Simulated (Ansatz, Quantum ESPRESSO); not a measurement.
**Si3N4 (beta): bulk modulus from a few volumes**

How stiff is beta Si3N4 under hydrostatic load? Each row relaxes cell and atoms at a set pressure. The phase is followed to these pressures whether or not it stays the stable one.

Calculated with Ansatz 0.2.0, PBEsol, PAW files of the set soft_1, cutoff 600 eV, Fermi–Dirac smearing 0.02 eV, k-mesh 4×4×9, no spin polarisation, no spin-orbit coupling.

Reference cell, relaxed at zero pressure with PBEsol (P6_3/m): a = 7.6242 Å, b = 7.6242 Å, c = 2.9103 Å, α = 90.00°, β = 90.00°, γ = 120.00°.

```
atom       x       y       z
  Si  0.7676  0.1739  0.2500
  Si  0.5936  0.7676  0.7500
  Si  0.8261  0.5936  0.2500
  Si  0.2324  0.8261  0.7500
  Si  0.4064  0.2324  0.2500
  Si  0.1739  0.4064  0.7500
   N  0.0296  0.3300  0.2500
   N  0.6996  0.0296  0.7500
   N  0.6700  0.6996  0.2500
   N  0.9704  0.6700  0.7500
   N  0.3004  0.9704  0.2500
   N  0.3300  0.3004  0.7500
   N  0.6667  0.3333  0.2500
   N  0.3333  0.6667  0.7500
```

| V (Å³/atom) | V/V0 | P (GPa) | E − E0 (meV/atom) |
| --- | --- | --- | --- |
| 10.6445 | 1.0172 | −3.995 | 2.3 |
| 10.2585 | 0.9803 | 4.993 | 3.2 |
| 9.8964 | 0.9457 | 14.999 | 25.5 |
| 9.7354 | 0.9303 | 19.997 | 43.0 |
| 9.4446 | 0.9025 | 29.996 | 88.2 |

V0 = 10.4645 Å³ an atom, where the residual pressure P0 is 0.000 GPa. **Question.** Fit the Birch–Murnaghan law and give the pressure and the energy at V = 10.0701 Å³ an atom, a row left out above.

With the Eulerian strain f = ½[(V0/V)^(2/3) − 1] and F = (P − P0)/[3f(1 + 2f)^(5/2)], the third-order law is the line F = B0 + (3/2) B0 (B′ − 4) f.

| f | F (GPa) |
| --- | --- |
| 0.03538 | 238.23 |
| 0.02466 | 239.63 |
| 0.01896 | 240.32 |
| 0.00667 | 241.34 |
| −0.00565 | 242.37 |

A straight line through the 5 rows: the means are 0.016 for f and 240.38 for F, Σ(Δx)² = 0.001015 and ΣΔxΔy = −0.1004, so the slope is −0.1004/0.001015 = −98.885 and the intercept 240.38 − (−98.885)(0.016) = 241.96.

Hence B0 = 242.0 GPa and B′ = 4 + (−98.9)/(1.5 × 242.0) = 3.73. For the withheld volume f = 0.01297, F = 240.68 GPa and P = 9.99 GPa. The run itself gives 10.00 GPa, so the estimate misses by 0.01 GPa, a rounding's worth.

Integrating the same law gives E − E0 = (9/2) B0 V0 f²[1 + (B′ − 4) f] + P0(V0 − V), with 1 GPa Å³ = 6.2415 meV: 11.9 meV an atom. The run itself gives 11.9 meV, so the estimate misses by 0.0 meV, a rounding's worth.

The same fit over all rows at other levels or in other programs gives B0 = 241 GPa with PBEsol (Quantum ESPRESSO, PseudoDojo) and 242 GPa with PBEsol (Quantum ESPRESSO, GBRV).

Measured volume: 10.415 Å³ an atom (doi:10.1016/0272-8842(95)95885-L), so V0 is +0.5 % off. A stiffness follows the volume as d ln B/d ln V = −B′, which moves B0 by about +2 % when it is taken at the measured volume.

The calculation is for a static lattice, while measurements hold thermal and zero-point motion.

[Logs are printed without paths, hosts, clocks, repeated set-up lines and the standing remarks that a program may print on its own settings, such as how far it seeks lower states.]
